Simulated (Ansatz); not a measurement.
**From HSE06 to G0W0: MoS2 (layered bulk) (P6_3/mmc)**

The structure is hexagonal, space group P6_3/mmc (No. 194). The conventional cell has a = 3.109 Å, b = 3.109 Å, c = 11.711 Å, α = 90.00°, β = 90.00°, γ = 120.00°. Nearest to Mo lie 6 S at 2.38 Å. Nearest to S lie 3 Mo at 2.38 Å. Farther neighbours and most contacts between anions are not listed.

- method: G0W0 on HSE06, plane waves, PAW; PAW set soft_1 (and 1 further level or step)
- program: Ansatz 0.2.0
- settings of one run: cutoff 420 eV, 9×9×2 k-mesh, PAW set soft 1, empty bands 190, screening cutoff 90 eV, screening contour deformation, QP bands (v2, c2), layers per cell 2
- cost: 2 runs, 91 s in all on 1 × NVIDIA H100 80GB HBM3 (shared by 6 runs) with 3 threads of AMD EPYC 7R13 (Zen 3), shared host (the runs of this entry)
- notes: In doubt: masses and optical values from hybrid runs of this build are listed as unsure (in some of the runs), which bears on the screening that GW takes from such a start. The structure was relaxed with PBEsol-D3(BJ). Limits: no spin-orbit coupling. The differences hold parts that these runs do not separate: finite bands, cutoffs and mesh, points of the zone that were not corrected, the start of G0W0, spin-orbit coupling missing from it, static nuclei, no electron-hole attraction, a cell that is not a measured one, and what each experiment reads as the gap. How much each gives is not known from the steps shown.
- HSE06 gap over mesh and listed points: 1.114 eV, from k = Γ to k = (0.167, 0.167, 0.000)
- G0W0@HSE06 gap over 16 of 24 irreducible mesh points: 1.181 eV, from k = Γ to k = (0.111, 0.222, 0.000)
- GW settings: 9×9×2 mesh, 190 empty bands, screening to 90 eV, PAW set soft_1 files
- known limits: finite bands, screening cutoff and k mesh; no spin-orbit coupling in G0W0

Over 16 of 24 irreducible mesh points the G0W0 gap is 1.181 eV, from k = Γ to k = (0.111, 0.222, 0.000). The HSE06 gap of this run on the mesh is 1.217 eV. The two states that bound the G0W0 gap lie that far apart at the start, so the correction of the gap is 1.181 − 1.217 = −0.036 eV. The valence state moves by 12.567 − 12.223 = +0.344 eV and the conduction state by 13.748 − 13.441 = +0.307 eV, on the run's own scale; how far single levels stand from their limit in bands is not shown.

### P (layered bulk) (P6_3/mmc): band gap by G0W0 on PBEsol

The structure is hexagonal, space group P6_3/mmc (No. 194). The conventional cell has a = 3.209 Å, b = 3.209 Å, c = 9.958 Å, α = 90.00°, β = 90.00°, γ = 120.00°. Nearest to P lie 3 P at 2.23 Å.

```xyz
4
Lattice="3.2086 0.0000 0.0000 -1.6043 2.7788 0.0000 0.0000 0.0000 9.9578" Properties=species:S:1:pos:R:3 pbc="T T T"
P     0.0000    1.8525    3.1145
P     1.6043    0.9263    1.8644
P     1.6043    0.9263    8.0934
P     0.0000    1.8525    6.8433
```

- method: DFT, PBEsol-D3(BJ), plane waves, PAW; PAW set soft_1 (and 2 further levels or steps)
- program: Ansatz 0.2.0
- settings of one run: cutoff 420 eV, 9×9×2 k-mesh, smearing width 0.02 eV, PAW set soft 1, layers per cell 2
- cost: 3 runs, 52 s in all on 1 × NVIDIA H100 80GB HBM3 (shared by 6 runs) with 3 threads of AMD EPYC 7R13 (Zen 3), shared host (the runs of this entry)
- notes: The program’s warnings: band table not solved further. The start is a generated structure, not a measured one. From 103 bands and 60 eV to 380 bands and 150 eV the gap moves by 1.485 − 1.310 = +0.175 eV; bands and screening cutoff rise together, so their parts are not told apart. Two runs can’t test a law of convergence, so the limit is not known.
- PBEsol gap over mesh and path: 0.616 eV, from k = (0.133, 0.133, 0.000) to k = (0.350, 0.000, 0.000)
- G0W0@PBEsol gap over 18 of 24 irreducible mesh points: 1.485 eV, from k = (0.111, 0.111, 0.000) to k = (0.333, 0.333, 0.000)
- GW settings: 9×9×2 mesh, 370 empty bands, screening to 150 eV, PAW set soft_1 files
- known limits: finite bands, screening cutoff and k mesh; no spin-orbit coupling in G0W0

Over 18 of 24 irreducible mesh points the G0W0 gap is 1.485 eV, from k = (0.111, 0.111, 0.000) to k = (0.333, 0.333, 0.000). The PBEsol gap of this run on the mesh is 0.643 eV. The two states that bound the G0W0 gap lie that far apart at the start, so the correction of the gap is 1.485 − 0.643 = +0.842 eV. The valence state moves by 4.657 − 5.299 = −0.642 eV and the conduction state by 6.141 − 5.941 = +0.200 eV, on the run's own scale; with 103 bands the edge states move by −0.211 and +0.456 eV, so the split between the edges depends on the bands and cutoff.

[Paths, hosts, dates, memory and timing lines, banners, echoed tables and standing remarks are left out of the program output.]

[Logs are printed without paths, hosts, clocks, repeated set-up lines and the standing remarks that a program may print on its own settings, such as how far it seeks lower states.]

[Runs of the session that timed out or met a known fault of the program may be left out.]

[Cells called generated may have been cut or substituted from an entry of the Crystallography Open Database or the Materials Project.]

[Hosts, paths, dates, database ids (printed as entryN), source tags and the programs' standing remarks are cut or masked in the printed files.]
